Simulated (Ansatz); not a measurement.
# Heat carried by phonons in ZnS (F-43m), part 2 of 2

Aim: the lattice thermal conductivity of ZnS against temperature, and which phonons carry it.

Experimental results on record:
- thermal conductivity 27 W/m/K near room temperature (given in “Combining the AFLOW GIBBS and Elastic Libraries to efficiently and robustly screen thermo-mechanical properties of solids”, 2017, arXiv:1611.05714)

Ansatz 0.2.0; DFT r2SCAN, scalar-relativistic, plane waves, PAW.

So far. Step 2 (A first coarse run): The start is under -0.62 GPa at this level and looks like an insulator or semiconductor on this mesh. Step 4 (Relaxing to small residual forces and stress): The residual pressure is 0.0013 GPa, small enough for phonons. The relaxed cell has a = 5.389 Å (conventional setting).

The database entry behind the starting cell differs from later determinations by our own check (about 0.1 % short), so it need not match the best structure at ambient conditions.

**6. Anharmonic force constants and conductivity**

Pairs of atoms inside the cutoff are displaced in a supercell, the forces give the cubic constants, and these give the three-phonon rates of the Boltzmann equation.

Input file input.yaml:

```yaml
crystal:
  lattice:
    - [0.0, 2.69453147, 2.69453147]
    - [2.69453147, 0.0, 2.69453147]
    - [2.69453147, 2.69453147, 0.0]
  atoms:
    - { symbol: Zn, position: [0.25, 0.25, 0.25] }
    - { symbol: S, position: [0.0, 0.0, 0.0] }
kpoints:
  mp_grid: { grid: [6, 6, 6] }
hamiltonian:
  xc: r2scan
scf:
  occupations: { method: fixed }
output:
  eigenvalues: true
phonons:
  method: fd
  dielectric: true
  qmesh: [6, 6, 6]
  temperatures: { t_max: 1000, t_step: 50 }
  qpath:
    path:
      - [[0.0, 0.0, 0.0], [0.5, 0.0, 0.5], [0.5, 0.25, 0.75], [0.375, 0.375, 0.75], [0.0, 0.0, 0.0], [0.5, 0.5, 0.5], [0.625, 0.25, 0.625], [0.5, 0.25, 0.75], [0.5, 0.5, 0.5], [0.375, 0.375, 0.75]]
      - [[0.625, 0.25, 0.625], [0.5, 0.0, 0.5]]
    npoints: 10
  third_order: { supercell: [3, 3, 3], pair_cutoff: 4.618 }
  lattice_thermal_conductivity:
    qmesh: [19, 19, 19]
    temperatures: [100.0, 150.0, 200.0, 300.0, 400.0, 500.0, 600.0, 800.0]
    isotope_mass_variance:
      - { species: S, variance: 0.0001651 }
      - { species: Zn, variance: 0.0005982 }
```

Started as:

```bash
ansatz run input.yaml --threads 18 --pin off --max-ram 92160MiB --backend cuda --events-out ev --progress --plain --runs-dir out
```

Numbers of over 12 decimals in the logs are rounded to 6 here.

Output:

```text
Warning: phonons: the dynamical matrix that this run interpolates holds no multipole term above the dipole-dipole one, and a site of this crystal is no centre of inversion, so its interpolated transverse optical and acoustic branches and sound speeds can stay off near Gamma, and the density of states and the thermodynamics with them. What a run solves at a wave vector of phonons.qpoints, Gamma apart, where the deck admits one, is free of this, and under fd what a larger phonons.supercell samples
Warning: phonons.dielectric: true without phonons.rigid_motions: the static dielectric tensor ε⁰ will be withheld (ε∞, Z* and the rows of modes are given); for a crystal or a slab, whose only rigid motions are the translations, set phonons.rigid_motions: translations
[...]
Crystal: 12 atoms, lattice volume = 234.764 Å³
Basis set: ecut = 500 eV, 5923 PW (Γ), FFT grids on a1, −a1+a2+a3, −a1+a3, exchange–correlation on 150×360×250 points (125 copies of the dense FFT grid, shifted against one another)
Bands: 66, of which v1, the nominal top of the filled ones, is band 54 counted from 1 (53 counted from 0)
Symmetry: 12 space group operations
k-points: 16 of 36 (time reversal used)
[...]
SCF iter   1: F=—  HF=-25400.688218 eV  |F-HF|=—  |Δ(HF+E_count)|=         —  Δρ=3.27e-8  dr2=1.12e-12  dr2_τ=1.03e-13  ethr=1.00e-12  ⟨swp⟩=3.0  Hψ=2696  notcnv=0
[...]
SCF iter   2: F=-25400.688218 eV  HF=-25400.688218 eV  |F-HF|=0.00e0  |Δ(HF+E_count)|=    0.00e0  Δρ=2.06e-8  dr2=4.44e-13  dr2_τ=1.44e-14  ethr=1.00e-12  ⟨swp⟩=3.0  Hψ=2722  notcnv=0
SCF 1 converged in 2 iterations: F = -25400.688218 eV  dr2 = 4.44e-13
[...]
SCF iter   2: F=-25400.688218 eV  HF=-25400.688218 eV  |F-HF|=3.64e-12  |Δ(HF+E_count)|=  7.28e-12  Δρ=1.15e-8  dr2=1.47e-13  dr2_τ=6.23e-15  ethr=1.00e-12  ⟨swp⟩=3.1  Hψ=2922  notcnv=0
SCF 2 converged in 2 iterations: F = -25400.688218 eV  dr2 = 1.47e-13
[...]
Crystal: 2 atoms, lattice volume = 39.127 Å³
Basis set: ecut = 500 eV, 965 PW (Γ), exchange–correlation on 120×120×120 points (64 copies of the dense FFT grid, shifted against one another)
Bands: 13, of which v1, the nominal top of the filled ones, is band 9 counted from 1 (8 counted from 0)
Symmetry: 24 space group operations
k-points: 46 of 216 (irreducible under 4 space group operations, time reversal used)
[...]
SCF 3 converged in 4 iterations: F = -4233.447946 eV  dr2 = 3.45e-11
[...]
symmetry images taken by strict's conditions (phonons.symmetry_images: auto; settled by no image being taken that strict refuses)
  supercell 10 (6 cells, vectors [1, 0, 0], [0, 1, 0], [0, 0, 6] in multiples of the cell's): 4 displaced members by 0.0025 Å; free energy -25400.688218 eV; taken off its force constants: by the sum rule 2.0e-4, by the symmetrisation 2.9e-5 eV/Å²; Γ matrix within 3.3e-5 eV/Å² of supercell 1's
[...]
q = [0.0000, 0.0000, 0.0000] (star 1, supercell 1; hermiticity 9.25e-17, symmetrization 3.68e-6): -0.00 -0.00 0.00 273.26 273.26 273.26
[...]
joined force constants: q→R imaginary residual 4.57e-19
  density of states and harmonic sums: on the 24×24×24 q-mesh, interpolated from the force constants of a 6×6×6 supercell (with the dipole–dipole term)
  largest difference from the sums on the solved wave vectors: F 3.84e-3 eV, S 5.02e-6 and C_V 1.18e-6 eV/K
  zero-point energy: 0.079724 eV/cell   skipped modes (ω ≤ 0): 3   left out of the sums: 3.62e-5 of the cell's modes: C_V's classical limit lies that fraction below 3 k_B per atom; for a crystal, a wire or a layer, F and S can be off by more, and a phonons.interpolated_qmesh denser along its periods is the remedy for the sampling
--- Third-order force constants: 101 member SCFs in a 3×3×3 supercell (pair cutoff 4.618 Å, amplitude 0.03 Å, SCF threshold 1.00e-9 eV, Σ member SCF iterations 904) ---
[...]
sum-rule residual: 2.996e-1 → 1.586e-14 eV/Å³; symmetrization residual: 9.586e-3 eV/Å³; largest sum-rule correction relative to its orbit: 2.868e-1, on the orbit of the block of home site 0 with site 1 of cell (-1, 0, 1) and site 1 of cell (-1, 0, 1), whose norm before the correction was 1.999e-1 eV/Å³
--- Lattice thermal conductivity: 19×19×19 mesh (220 irreducible points), tetrahedron method ---
  three-phonon and isotope scattering only; four-phonon, boundary and, in a metal, phonon-electron scattering are left out
  each conductivity is what the modes' populations carry and what the coherences between them add
  conductivity (a third of the tensor's trace), W/(m K), in the relaxation-time approximation and from the full solution:
       T (K)   relaxation time   full solution  iterations             ending  least Ritz value
      100.00          159.9045        161.6349           6          converged          7.351e-1
      150.00           91.2944         92.6417           6          converged          7.001e-1
      200.00           64.7603         65.8626           7          converged          6.842e-1
      300.00           42.1892         43.0159           7          converged          6.702e-1
      400.00           31.8187         32.4902           7          converged          6.631e-1
      500.00           25.7188         26.2879           7          converged          6.587e-1
      600.00           21.6557         22.1510           7          converged          6.556e-1
      800.00           16.5350         16.9300           7          converged          6.513e-1
```

It took 3.4 min on 1 × NVIDIA GB200 with 18 threads of Arm Neoverse V2, shared host; peak memory 2 GiB; 15 min of CPU time.

Numbers from this step:

```yaml
gamma_frequencies: 0, 0, 0, 273.3, 273.3, 273.3 cm⁻¹ (negative: imaginary)
lowest_frequency_on_the_path: 0 cm⁻¹
zero_point_energy: 0.07972 eV/cell
point_group: -43m
highest_frequency: 342.3 cm⁻¹
debye_temperature_from_the_second_moment: 441 K
kappa_at_300_k_relaxation_time: 42.19 W/m/K
kappa_at_300_k_full_solution: 43.02 W/m/K
dipole_term: run
mean_free_path_at_half_of_kappa: 361 nm
share_of_kappa_above_the_three_lowest_branches: 0.003
third_order_blocks: 842
periodic_aliases_dropped: 168
largest_relative_sum_rule_correction: 0.2868
displaced_cells_third_order: 101
```

LO-TO term included. The phonon branches at the labelled points (cm⁻¹):

| point | branch 1 | branch 2 | branch 3 | branch 4 | branch 5 | branch 6 |
| --- | --- | --- | --- | --- | --- | --- |
| Γ | 0 | 0 | 0 | 273 | 273 | 342 |
| halfway | 80 | 80 | 144 | 292 | 292 | 339 |
| X | 93 | 93 | 212 | 309 | 309 | 327 |
| halfway | 99 | 107 | 203 | 306 | 311 | 332 |
| W | 104 | 120 | 192 | 303 | 313 | 336 |
| halfway | 99 | 118 | 194 | 303 | 311 | 336 |
| K | 92 | 118 | 197 | 303 | 309 | 336 |
| halfway | 66 | 93 | 149 | 282 | 297 | 338 |
| Γ | 0 | 0 | 0 | 273 | 273 | 342 |
| halfway | 59 | 59 | 140 | 281 | 281 | 340 |
| L | 72 | 72 | 197 | 288 | 288 | 338 |
| halfway | 84 | 107 | 187 | 294 | 304 | 337 |
| U | 92 | 118 | 197 | 303 | 309 | 336 |
| halfway | 99 | 118 | 194 | 303 | 311 | 336 |
| W | 104 | 120 | 192 | 303 | 313 | 336 |
| halfway | 90 | 111 | 186 | 296 | 306 | 337 |
| L | 72 | 72 | 197 | 288 | 288 | 338 |
| halfway | 84 | 107 | 187 | 294 | 304 | 337 |
| K | 92 | 118 | 197 | 303 | 309 | 336 |
| jump to U | 92 | 118 | 197 | 303 | 309 | 336 |
| halfway | 93 | 104 | 207 | 307 | 309 | 330 |
| X | 93 | 93 | 212 | 309 | 309 | 327 |

The phonon branches as a text plot (rows in cm⁻¹):

```
    335 |*******  **********************************************
    321 |       **                                              *
    307 |      **************               **********    *******
    292 |   ***           *****        *******       ********
    278 |***                 **********
    264 |
    250 |
    235 |
    221 |
    207 |       ****                                          ***
    193 |      *    *******             **********************
    178 |                  *           *
    164 |     *             *
    150 |    *               *
    135 |                             *
    121 |   *        ******   *      *       ********       **
    107 |          ****    **  *            *    *** *     *  **
     93 |  *  ******   ****  *      *      * ****   ***   * *****
     78 |    *             ** * *         ***         ******
     64 | * *                * *      ****
     50 |  *                  * *    *
     36 |**                    * * **
     21 |*                      **
      7 |                        ***
         Γ       X    W  K        Γ      L     U  W     L   K|U X
```

W/m/K. Kappa, by row:

| T (K) | RTA xx | RTA yy | RTA zz | full xx | full yy | full zz | coherence part xx | coherence part yy | coherence part zz | ending | iterations | least Ritz value |
| --- | --- | --- | --- | --- | --- | --- | --- | --- | --- | --- | --- | --- |
| 100 | 159.9 | 159.9 | 159.9 | 161.6 | 161.6 | 161.6 | 0.0143 | 0.0143 | 0.0143 | converged | 6 | 0.735 |
| 150 | 91.29 | 91.29 | 91.29 | 92.64 | 92.64 | 92.64 | 0.0261 | 0.0261 | 0.0261 | converged | 6 | 0.7 |
| 200 | 64.76 | 64.76 | 64.76 | 65.86 | 65.86 | 65.86 | 0.03626 | 0.03626 | 0.03626 | converged | 7 | 0.684 |
| 300 | 42.19 | 42.19 | 42.19 | 43.02 | 43.02 | 43.02 | 0.05275 | 0.05275 | 0.05275 | converged | 7 | 0.67 |
| 400 | 31.82 | 31.82 | 31.82 | 32.49 | 32.49 | 32.49 | 0.06641 | 0.06641 | 0.06641 | converged | 7 | 0.663 |
| 500 | 25.72 | 25.72 | 25.72 | 26.29 | 26.29 | 26.29 | 0.07849 | 0.07849 | 0.07849 | converged | 7 | 0.659 |
| 600 | 21.66 | 21.66 | 21.66 | 22.15 | 22.15 | 22.15 | 0.08951 | 0.08951 | 0.08951 | converged | 7 | 0.656 |
| 800 | 16.54 | 16.54 | 16.54 | 16.93 | 16.93 | 16.93 | 0.1092 | 0.1092 | 0.1092 | converged | 7 | 0.651 |

The lattice thermal conductivity by temperature:

| temperature (K) | RTA xx (W/m/K) | full xx (W/m/K) |
| --- | --- | --- |
| 100 | 160 | 162 |
| 150 | 91.3 | 92.6 |
| 200 | 64.8 | 65.9 |
| 300 | 42.2 | 43.0 |
| 400 | 31.8 | 32.5 |
| 500 | 25.7 | 26.3 |
| 600 | 21.7 | 22.1 |
| 800 | 16.5 | 16.9 |

The modes has structure finer than the step of the table below, so its rows give means over 20 cm⁻¹, whole bins alone (the curve runs from -10 to 362 cm⁻¹). Peaks (cm⁻¹: height): S 306.2: 0.0720, 336.7: 0.105; Zn 93.1: 0.0450, 186.7: 0.0376, 292.1: 0.0129, 336.7: 0.0138.

Phonopy on the run's constants, 19x19x19 mesh, Gaussian sigma 2.7 cm⁻¹. Table of modes by wavenumber; means over each step; values in 1/cm⁻¹/cell:

| wavenumber (cm⁻¹) | S | Zn |
| --- | --- | --- |
| 0 | 9.9e-6 | 2.2e-5 |
| 20 | 1.8e-4 | 3.9e-4 |
| 40 | 7.8e-4 | 0.00181 |
| 60 | 0.00254 | 0.00703 |
| 80 | 0.00765 | 0.0278 |
| 100 | 0.00642 | 0.0319 |
| 120 | 0.00253 | 0.0150 |
| 140 | 7.0e-4 | 0.00259 |
| 160 | 0.00105 | 0.00552 |
| 180 | 0.00166 | 0.0217 |
| 200 | 3.6e-4 | 0.0121 |
| 220 | 2.6e-6 | 3.0e-4 |
| 240 | 0 | 0 |
| 260 | 4.9e-5 | 2.3e-5 |
| 280 | 0.0170 | 0.00584 |
| 300 | 0.0578 | 0.0111 |
| 320 | 0.00964 | 0.00103 |
| 340 | 0.0415 | 0.00589 |

Distinct triplets, nearest first. Third order norms, by row:

| sites | side 1 (Å) | side 2 (Å) | side 3 (Å) | norm of the 27 components (eV/Å³) |
| --- | --- | --- | --- | --- |
| Zn-Zn-Zn | 0 | 0 | 0 | 57.53 |
| S-S-S | 0 | 0 | 0 | 62.33 |
| Zn-Zn-S | 0 | 2.33 | 2.33 | 25.5 |
| Zn-S-S | 0 | 2.33 | 2.33 | 25.33 |
| Zn-Zn-S | 2.33 | 2.33 | 3.81 | 0.59 |
| Zn-S-S | 2.33 | 2.33 | 3.81 | 0.681 |
| Zn-Zn-Zn | 0 | 3.81 | 3.81 | 0.496 |
| Zn-Zn-Zn | 3.81 | 3.81 | 3.81 | 0.029 |
| Zn-Zn-Zn | 3.81 | 3.81 | 3.81 | 0.089 |
| S-S-S | 0 | 3.81 | 3.81 | 1.536 |
| S-S-S | 3.81 | 3.81 | 3.81 | 0.187 |
| S-S-S | 3.81 | 3.81 | 3.81 | 0.059 |
| Zn-Zn-S | 2.33 | 3.81 | 4.47 | 0.116 |
| Zn-S-S | 2.33 | 3.81 | 4.47 | 0.108 |
| Zn-Zn-S | 3.81 | 4.47 | 4.47 | 0.015 |
| Zn-Zn-S | 3.81 | 4.47 | 4.47 | 0.018 |
| Zn-S-S | 0 | 4.47 | 4.47 | 0.182 |
| Zn-S-S | 3.81 | 4.47 | 4.47 | 0.044 |
| Zn-S-S | 3.81 | 4.47 | 4.47 | 0.022 |
| Zn-S-Zn | 0 | 4.47 | 4.47 | 0.08 |

Born charge (rows field, columns displacement) (e), principal values of the symmetric part by kind of site:

| atom | atoms with these values | low | middle | high | mean |
| --- | --- | --- | --- | --- | --- |
| Zn1 | 1 | 1.99 | 1.99 | 1.99 | 1.99 |
| S2 | 1 | -1.99 | -1.99 | -1.99 | -1.99 |

In full for S2:

```
-1.99  0.00  0.00
 0.00 -1.99  0.00
 0.00  0.00 -1.99
```

RTA, 300 K. Kappa by branch, by row:

| branch (by rank) | mean frequency (THz) | mean rms speed (km/s) | median lifetime (ps) | share of kappa |
| --- | --- | --- | --- | --- |
| 1 | 2.47 | 1.11 | 18.2 | 0.334 |
| 2 | 2.94 | 1.55 | 4.43 | 0.329 |
| 3 | 5.22 | 1.8 | 0.851 | 0.334 |
| 4 | 8.82 | 0.62 | 0.625 | 0.001 |
| 5 | 9.03 | 0.66 | 0.991 | 0.001 |
| 6 | 10.09 | 0.21 | 3.65 | 0.001 |

Table of spectral kappa at 300 K by frequency; read off at these points; values in W/m/K/THz:

| frequency (THz) | relaxation time (W/m/K/THz) | full solution (W/m/K/THz) |
| --- | --- | --- |
| 0.10 | 0 | 0 |
| 0.50 | 9.95 | 9.83 |
| 1.10 | 15.5 | 15.5 |
| 1.50 | 22.6 | 22.7 |
| 1.70 | 29.9 | 30.3 |
| 2.10 | 20.0 | 20.6 |
| 2.30 | 21.2 | 21.8 |
| 2.50 | 9.33 | 9.82 |
| 3.10 | 3.87 | 4.04 |
| 3.50 | 1.72 | 1.81 |
| 3.90 | 3.21 | 3.52 |
| 4.50 | 1.36 | 1.47 |
| 4.90 | 1.24 | 1.24 |
| 5.50 | 0.138 | 0.146 |
| 5.90 | 0.0475 | 0.0767 |
| 6.50 | 0 | 0 |
| 6.90 | 0 | 0 |
| 7.30 | 0 | 0 |
| 7.90 | 0 | 0 |
| 8.30 | 0.00686 | -0.00527 |
| 8.90 | 0.129 | 0.0730 |
| 9.30 | 0.0339 | 0.0264 |
| 9.90 | 0.0960 | 0.137 |
| 10.30 | 0.00195 | -0.00632 |

Relaxation-time solution. The share of κ carried by shorter paths by mean free path:

| mean free path (nm) | 100 K | 300 K | 800 K |
| --- | --- | --- | --- |
| 0.316 | 0 | 0 | 0.002 |
| 0.464 | 0 | 0 | 0.003 |
| 0.681 | 0 | 0.001 | 0.004 |
| 1 | 0 | 0.002 | 0.006 |
| 1.47 | 0 | 0.003 | 0.009 |
| 2.15 | 0 | 0.004 | 0.014 |
| 3.16 | 0.001 | 0.006 | 0.02 |
| 4.64 | 0.001 | 0.011 | 0.026 |
| 6.81 | 0.001 | 0.015 | 0.037 |
| 10 | 0.002 | 0.022 | 0.055 |
| 14.7 | 0.004 | 0.031 | 0.071 |
| 21.5 | 0.009 | 0.043 | 0.103 |
| 31.6 | 0.014 | 0.066 | 0.161 |
| 46.4 | 0.022 | 0.088 | 0.228 |
| 68.1 | 0.032 | 0.128 | 0.288 |
| 100 | 0.051 | 0.203 | 0.373 |
| 147 | 0.073 | 0.259 | 0.572 |
| 215 | 0.102 | 0.33 | 0.74 |
| 316 | 0.141 | 0.45 | 0.802 |
| 464 | 0.197 | 0.676 | 0.867 |
| 681 | 0.238 | 0.77 | 0.92 |
| 1000 | 0.278 | 0.83 | 1 |
| 1470 | 0.34 | 0.862 | 1 |
| 2150 | 0.446 | 0.955 | 1 |
| 3160 | 0.64 | 1 | 1 |
| 4640 | 0.752 | 1 | 1 |
| 6810 | 0.788 | 1 | 1 |
| 10000 | 0.879 | 1 | 1 |
| 14700 | 0.937 | 1 | 1 |
| 21500 | 1 | 1 | 1 |

300 K; a sample spread over frequency. Mode lifetimes, by row, the first 40 of 90 rows:

| q1 | q2 | q3 | branch | frequency (THz) | rms speed (km/s) | three-phonon rate (1/ps) | isotope rate (1/ps) | lifetime (ps) | mean free path (nm) |
| --- | --- | --- | --- | --- | --- | --- | --- | --- | --- |
| 0 | 0 | 0.0526 | 1 | 0.424 | 2.9 | 0.00137 | 8.92e-7 | 729 | 2120 |
| 0 | 0.1053 | -0.1053 | 1 | 1.177 | 2.11 | 0.00607 | 1.03e-4 | 162 | 341 |
| 0 | 0.0526 | -0.0526 | 3 | 1.536 | 5.33 | 0.00238 | 3.53e-4 | 366 | 1950 |
| 0.0526 | 0.1053 | 0.2105 | 2 | 1.795 | 2.93 | 0.00568 | 9.03e-4 | 152 | 444 |
| 0 | 0.1579 | -0.2105 | 1 | 1.956 | 1.52 | 0.00887 | 0.00167 | 94.9 | 144 |
| 0 | 0 | 0.3684 | 2 | 2.04 | 0.52 | 0.0102 | 0.0025 | 78.6 | 41 |
| 0.0526 | 0.2105 | 0.2632 | 1 | 2.139 | 2.02 | 0.00889 | 0.00398 | 77.7 | 157 |
| 0 | 0.1053 | 0.3684 | 1 | 2.197 | 0.99 | 0.0125 | 0.00526 | 56.2 | 55.7 |
| 0.0526 | 0.1053 | -0.4737 | 1 | 2.273 | 0.84 | 0.0166 | 0.00625 | 43.8 | 36.7 |
| 0 | 0.1579 | 0.3684 | 1 | 2.336 | 1.02 | 0.0217 | 0.00703 | 34.8 | 35.6 |
| 0.0526 | 0.2105 | 0.3684 | 1 | 2.393 | 1.28 | 0.0239 | 0.00796 | 31.4 | 40.4 |
| 0 | 0.2632 | 0.2632 | 2 | 2.452 | 1.04 | 0.0342 | 0.00909 | 23.1 | 24 |
| 0.1053 | 0.2632 | -0.2105 | 1 | 2.518 | 1.47 | 0.0413 | 0.0104 | 19.3 | 28.4 |
| 0.1053 | 0.2105 | -0.4211 | 1 | 2.559 | 1.16 | 0.0667 | 0.0116 | 12.8 | 14.8 |
| 0.0526 | 0.1579 | -0.2105 | 2 | 2.618 | 2.23 | 0.051 | 0.0134 | 15.5 | 34.7 |
| 0.0526 | 0.2632 | -0.4737 | 1 | 2.661 | 0.93 | 0.103 | 0.0153 | 8.47 | 7.91 |
| 0 | 0.3684 | 0.3684 | 1 | 2.702 | 0.38 | 0.0757 | 0.0173 | 10.8 | 4.05 |
| 0.0526 | 0.1579 | -0.2632 | 2 | 2.731 | 2.34 | 0.102 | 0.0191 | 8.29 | 19.4 |
| 0 | 0.4211 | 0.4737 | 1 | 2.775 | 0.14 | 0.118 | 0.0243 | 7.01 | 0.981 |
| 0 | 0.3684 | 0.4211 | 2 | 2.797 | 0.92 | 0.13 | 0.0243 | 6.5 | 6.01 |
| 0.0526 | 0.4737 | -0.4211 | 1 | 2.839 | 0.71 | 0.224 | 0.019 | 4.11 | 2.93 |
| 0.1053 | 0.2105 | 0.4211 | 2 | 2.875 | 1.84 | 0.197 | 0.0171 | 4.67 | 8.61 |
| 0.1053 | 0.4211 | -0.4211 | 1 | 2.935 | 0.86 | 0.333 | 0.0167 | 2.86 | 2.47 |
| 0 | 0.2105 | -0.2105 | 2 | 3 | 1.66 | 0.334 | 0.0149 | 2.87 | 4.78 |
| 0.1579 | 0.4737 | -0.3684 | 1 | 3.036 | 0.5 | 0.454 | 0.0147 | 2.14 | 1.06 |
| 0.0526 | 0.2105 | -0.4737 | 2 | 3.139 | 1.79 | 0.26 | 0.0106 | 3.7 | 6.6 |
| 0 | 0.2632 | 0.4737 | 2 | 3.225 | 1.16 | 0.397 | 0.0123 | 2.44 | 2.83 |
| 0.1579 | 0.4211 | -0.4211 | 2 | 3.332 | 1.3 | 0.311 | 0.014 | 3.08 | 4.01 |
| 0.0526 | 0.2632 | -0.4211 | 2 | 3.414 | 1.16 | 0.327 | 0.016 | 2.92 | 3.37 |
| 0.1053 | 0.3158 | -0.2632 | 2 | 3.504 | 1 | 0.315 | 0.0186 | 3 | 2.99 |
| 0 | 0.2632 | -0.3684 | 2 | 3.559 | 0.85 | 0.335 | 0.0225 | 2.79 | 2.38 |
| 0.0526 | 0.3684 | -0.3158 | 2 | 3.634 | 0.22 | 0.304 | 0.00112 | 3.27 | 0.729 |
| 0.0526 | 0.1579 | 0.3158 | 3 | 4.249 | 3.39 | 0.063 | 0.00258 | 15.3 | 51.6 |
| 0.1053 | 0.2632 | 0.3684 | 3 | 4.664 | 2.89 | 0.109 | 0.00516 | 8.75 | 25.2 |
| 0 | 0 | 0.3158 | 3 | 4.987 | 3.2 | 0.213 | 0.00986 | 4.48 | 14.3 |
| 0 | 0.1053 | -0.3158 | 3 | 5.203 | 2.36 | 0.553 | 0.0168 | 1.75 | 4.14 |
| 0.0526 | 0.1579 | -0.3158 | 3 | 5.375 | 1.7 | 0.899 | 0.0286 | 1.08 | 1.83 |
| 0.0526 | 0.1579 | 0.4737 | 3 | 5.471 | 1.41 | 1.21 | 0.0417 | 0.799 | 1.13 |
| 0.1053 | 0.3158 | -0.4737 | 3 | 5.55 | 1.39 | 1.39 | 0.0656 | 0.686 | 0.953 |
| 0 | 0.2105 | -0.4211 | 3 | 5.598 | 0.27 | 1.51 | 0.115 | 0.615 | 0.166 |

Without the LO-TO term. Gamma linewidths, by row:

| branch | frequency (cm⁻¹) | three-phonon rate (1/ps) | isotope rate (1/ps) | FWHM (cm⁻¹) |
| --- | --- | --- | --- | --- |
| 4 | 273.3 | 1.55 | 9.08e-29 | 8.21 |
| 5 | 273.3 | 1.55 | 9.08e-29 | 8.21 |
| 6 | 273.3 | 1.55 | 9.08e-29 | 8.21 |

W/m/K, third of the trace; RTA populations with a boundary rate v/L added to each mode (Matthiessen's rule). Kappa by grain size, by row:

| T (K) | bulk | 10 nm | 30 nm | 100 nm | 300 nm | 1000 nm | 10000 nm | 100000 nm |
| --- | --- | --- | --- | --- | --- | --- | --- | --- |
| 100 | 159.9 | 3.238 | 7.692 | 17.68 | 33.75 | 60.57 | 123.3 | 153.9 |
| 300 | 42.14 | 2.929 | 6.193 | 12.52 | 20.66 | 29.92 | 39.93 | 41.89 |
| 600 | 21.57 | 2.429 | 4.859 | 9.045 | 13.57 | 17.68 | 21.01 | 21.51 |

W/m/K, third of the trace; RTA populations with the isotope rates scaled. Kappa by mass disorder, by row:

| T (K) | no isotopes | as typed | variance x 3 | variance x 10 | variance x 30 |
| --- | --- | --- | --- | --- | --- |
| 100 | 260.1 | 159.9 | 107.9 | 60.75 | 32.79 |
| 300 | 51.11 | 42.14 | 34.28 | 24.05 | 15.63 |
| 600 | 24.14 | 21.57 | 18.71 | 14.25 | 9.937 |

At 300 K the relaxation-time value is 42.2 W/(m K).

**7. Summary of results**

* highest frequency: 342.3 cm⁻¹
* Debye temperature from the second moment: 441 K
* κ at 300 K (relaxation time): 42.19 W/m/K
* κ at 300 K (full solution): 43.02 W/m/K
* mean free path at half of κ: 361 nm
* share of κ above the three lowest branches: 0.003

In words: The lattice of ZnS conducts 43.0 W/(m K) at 300 K by r2SCAN (mean over directions, full solution). The full solution lies +2 % from the relaxation-time value at 300 K, so the relaxation-time approximation serves here. Above 300 K the relaxation-time κ falls as T^-0.95, near the 1/T law of three-phonon scattering. Grains of 100 nm would keep 30 % of the bulk value at 300 K, and grains of 1 µm 71 %. Removing the natural isotope disorder raises κ at 300 K by 21 %. A measured thermal conductivity near room temperature is 27 W/m/K (arXiv:1611.05714); the calculated 43.0 W/m/K differs by +59 %. Four-phonon, defect and boundary scattering, which are left out, would lower the calculated value; thermal expansion is left out too. The sum rules changed one orbit of cubic constants by up to 29 %; by the manual a large change points to a short cutoff or, on a small and distant orbit, to noisy forces. The conductivities include the coherence part between close branches; the shares for grains, isotopes, branches and paths are of the relaxation-time populations alone. Cubic couplings among atoms farther apart than the pair cutoff are dropped, and neither the cutoff nor the q-mesh was shown to be converged here. The interpolation has no quadrupole term, so branches near the zone centre are less sure, since this crystal has sites that are not centres of inversion. The PAW files were made for PBE and are used here under another functional, for which the program regenerates the frozen cores.

[Logs are printed without paths, hosts, clocks, repeated set-up lines and the standing remarks that a program may print on its own settings, such as how far it seeks lower states.]

[Hosts, paths, dates, database ids (printed as entryN), source tags and the programs' standing remarks are cut or masked in the printed files.]

[A step with changed settings may run another functional than the one named; its input shows which.]
